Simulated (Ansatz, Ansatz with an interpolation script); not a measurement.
# Settings in Wannier-interpolated G0W0: BiOCl (P4/nmm), part 2 of 2

Aim: vary the Wannier model and the GW settings for BiOCl (P4/nmm) and see what the interpolated bands lose.

Ansatz 0.2.0; maximally localised Wannier functions, LDA, plane waves, PAW; PAW set soft_1. Known limits of the many-body steps: not at the basis limit; no spin-orbit coupling; coarse k mesh.

So far. Step 3 (Wannier model on 4×4×2): Near the gap the model misses directly solved bands by 8.3 meV r.m.s. and by 81 meV at most in the window tested. This tests the starting bands, not the corrections carried with them.

## 5. G0W0: 4×4×2 mesh, 462 empty bands, screening to 150 eV, PAW set soft_1 files

Now the one-shot GW correction: screening in the RPA, then the self-energy of the levels asked for.

This step: G0W0 on LDA, plane waves, PAW; PAW set soft_1.

Contents of input.yaml:

```yaml
crystal:
  lattice:
    - [3.88551, 0.0, 0.0]
    - [0.0, 3.88551, 0.0]
    - [0.0, 0.0, 7.3489]
  atoms:
    - { symbol: Bi, position: [0.5, 0.0, 0.32904] }
    - { symbol: Bi, position: [0.0, 0.5, 0.67096] }
    - { symbol: Cl, position: [0.0, 0.5, 0.1472] }
    - { symbol: Cl, position: [0.5, 0.0, 0.8528] }
    - { symbol: O, position: [0.0, 0.0, 0.5] }
    - { symbol: O, position: [0.5, 0.5, 0.5] }
kpoints:
  mp_grid: { grid: [4, 4, 2] }
hamiltonian:
  xc: lda
  pseudopotentials: { kind: paw, azcp: { folder: soft_1 }, xc_functional: pbe }
scf:
  occupations: { method: fixed }
gw:
  n_empty_bands: 462
  ecut_chi: 150.0
  qp_bands: [v12, c5]
  screening: { model: contour_deformation }
```

The run is started by

```
> ansatz run input.yaml --threads 3 --pin off --max-ram 92160MiB --backend cuda --events-out ev --progress --plain --runs-dir out --devices 1 --max-vram 13GiB
```

Numbers of over 12 decimals in the logs are rounded to 6 here.

Log:

```text
GPUs: using 1 of 1 available (devices: 1).
[...]
GPU FFT provider: cuFFT
GPU libraries: cuBLAS 13.8.2, cuFFT 12.4.0, cuSOLVER 12.3.4
Crystal: 6 atoms, lattice volume = 110.948 Å³
Basis set: ecut = 420 eV, 2177 PW (Γ)
Bands: 34, of which v1, the nominal top of the filled ones, is band 28 counted from 1 (27 counted from 0)
Symmetry: 16 space group operations
[...]
k-points: 12 of 32
[...]
0    24      6.1749   -20.9406     3.4101   -16.7250  0.7326     5.3555     5.3695  root
[...]
11    30     12.0416   -12.2169    -3.8654   -16.7836  0.7912    12.7483    12.7429  root
    11    31     13.5588   -12.1958    -4.4283   -17.5879  0.7696    14.5379    14.5225  root
    11    32     13.5588   -12.1958    -4.4283   -17.5879  0.7696    14.5379    14.5225  root
    11    33     14.0944   -12.0437    -4.4663   -17.4650  0.7639    15.0648    15.0494  root
[key lines of the parts left out:]
SCF converged after 8 iterations
Free energy (F): -27377.143650 eV
Fermi energy:    7.525846 eV
```

Wall time 51 s (1 × NVIDIA H100 80GB HBM3 (shared by 6 runs) with 3 threads of AMD EPYC 7R13 (Zen 3), shared host); peak memory 1.4 GiB; 93 s of CPU time.

The G0W0 gap on the mesh is 3.684 eV.

## 6. G0W0: 4×4×2 mesh, 215 empty bands, screening to 90 eV, PAW set soft_1 files

Edit input.yaml of step 5 so:

```diff
@@ -20,4 +20,4 @@
 gw:
-  n_empty_bands: 462
-  ecut_chi: 150.0
+  n_empty_bands: 215
+  ecut_chi: 90
   qp_bands: [v12, c5]
```

Log:

```text
GPUs: using 1 of 1 available (devices: 1).
[...]
GPU FFT provider: cuFFT
GPU libraries: cuBLAS 13.8.2, cuFFT 12.4.0, cuSOLVER 12.3.4
Crystal: 6 atoms, lattice volume = 110.948 Å³
Basis set: ecut = 420 eV, 2177 PW (Γ)
Bands: 34, of which v1, the nominal top of the filled ones, is band 28 counted from 1 (27 counted from 0)
Symmetry: 16 space group operations
[...]
k-points: 12 of 32
[...]
0    24      6.1749   -20.9406     3.6165   -16.7250  0.7358     5.5684     5.5758  root
[...]
11    30     12.0416   -12.2169    -3.6527   -16.7836  0.7937    12.9652    12.9556  root
    11    31     13.5588   -12.1958    -4.1861   -17.5879  0.7718    14.7901    14.7648  root
    11    32     13.5588   -12.1958    -4.1861   -17.5879  0.7718    14.7901    14.7648  root
    11    33     14.0944   -12.0437    -4.2378   -17.4650  0.7661    15.3032    15.2779  root
[key lines of the parts left out:]
SCF converged after 8 iterations
Free energy (F): -27377.143650 eV
Fermi energy:    7.525846 eV
```

Wall time 17 s (1 × NVIDIA H100 80GB HBM3 (shared by 6 runs) with 3 threads); peak memory 1.2 GiB; 31 s of CPU time.

The G0W0 gap on the mesh is 3.549 eV.

## 7. G0W0: 4×4×2 mesh, 462 empty bands, screening to 150 eV, plasmon pole, PAW set soft_1 files

Edit input.yaml of step 6 so:

```diff
@@ -20,5 +20,5 @@
 gw:
-  n_empty_bands: 215
-  ecut_chi: 90
+  n_empty_bands: 462
+  ecut_chi: 150.0
   qp_bands: [v12, c5]
-  screening: { model: contour_deformation }
+  screening: { model: godby_needs }
```

Log:

```text
GPUs: using 1 of 1 available (devices: 1).
[...]
GPU FFT provider: cuFFT
GPU libraries: cuBLAS 13.8.2, cuFFT 12.4.0, cuSOLVER 12.3.4
Crystal: 6 atoms, lattice volume = 110.948 Å³
Basis set: ecut = 420 eV, 2177 PW (Γ)
Bands: 34, of which v1, the nominal top of the filled ones, is band 28 counted from 1 (27 counted from 0)
Symmetry: 16 space group operations
[...]
k-points: 12 of 32
[...]
0    24      6.1749   -20.9406     3.3621   -16.7250  0.7774     5.3172     5.3214  root
[...]
11    30     12.0416   -12.2169    -3.7869   -16.7836  0.8128    12.8238    12.8213  root
    11    31     13.5588   -12.1958    -4.2837   -17.5879  0.7993    14.6746    14.6672  root
    11    32     13.5588   -12.1958    -4.2837   -17.5879  0.7993    14.6746    14.6672  root
    11    33     14.0944   -12.0437    -4.3279   -17.4650  0.8034    15.2060    15.1879  root
[key lines of the parts left out:]
SCF converged after 8 iterations
Free energy (F): -27377.143650 eV
Fermi energy:    7.525846 eV
```

Elapsed: 67 s, on 1 × NVIDIA H100 80GB HBM3 (shared by 6 runs) with 3 threads; peak memory 2.1 GiB.

The G0W0 gap on the mesh is 3.632 eV.

## 8. Interpolated results

Times are wall times on 1 × NVIDIA H100 80GB HBM3 (shared by 6 runs) with 3 threads of AMD EPYC 7R13 (Zen 3), shared host, good to a factor of about two.

```
GW mesh  empty bands  cutoff (eV)            frequency  gap on mesh (eV)  gap over zone (eV)  direct gap (eV)  valence width (eV)  GW time
  4×4×2          462          150  contour deformation             3.684               3.596            3.878               4.913     51 s
  4×4×2          215           90  contour deformation             3.549               3.465            3.765               5.052     17 s
  4×4×2          462          150         plasmon pole             3.632               3.559            3.830               5.226     67 s
```

## 9. Outcome

- 4×4×2 mesh, 462 empty bands, screening to 150 eV, PAW set soft_1 files: 3.60 eV
- 4×4×2 mesh, 215 empty bands, screening to 90 eV, PAW set soft_1 files: 3.46 eV
- 4×4×2 mesh, 462 empty bands, screening to 150 eV, plasmon pole, PAW set soft_1 files: 3.56 eV

In words: The largest change, −0.13 eV in the gap over the zone, comes with 4×4×2 mesh, 215 empty bands, screening to 90 eV, PAW set soft_1 files. The first run is a reference, not a converged one, and where a row moves several settings no single cause can be named. Coarser Wannier mesh (4×4×2): the miss near the gap goes from under 1 (the model on 8×8×4) to 8 meV and the total spread from 32.2 to 29.8 Å². With 4×4×2 mesh, 215 empty bands, screening to 90 eV, PAW set soft_1 files the gap over the zone moves by −0.13 eV and that on the mesh by −0.14 eV. With 4×4×2 mesh, 462 empty bands, screening to 150 eV, plasmon pole, PAW set soft_1 files the gap over the zone moves by −0.04 eV and that on the mesh by −0.05 eV. Gaps over the zone and on the mesh differ where an edge lies off the mesh, or where a GW run starts from another density: the starting gap over the zone is 2.495 eV, on the GW meshes it is 2.577 eV. The 4×4×2 mesh is coarse for this cell (its supercell is 15 Å along the shortest edge). The RPA ε∞ on it, from the LDA start, is 5.29 and 6.62; such meshes misread the long-range screening, most where the gap is narrow. Where an edge is built on 6p states of lead, bismuth or thallium, scalar-relativistic gaps usually stand too wide, by a few tenths to over one eV. The many-body steps are scalar-relativistic: spin-orbit coupling is not in them.

[Paths, hosts, dates, memory and timing lines, banners, echoed tables and standing remarks are left out of the program output.]

[Logs are printed without paths, hosts, clocks, repeated set-up lines and the standing remarks that a program may print on its own settings, such as how far it seeks lower states.]

[Runs of the session that timed out or met a known fault of the program may be left out.]

[Hosts, paths, dates, database ids (printed as entryN), source tags and the programs' standing remarks are cut or masked in the printed files.]
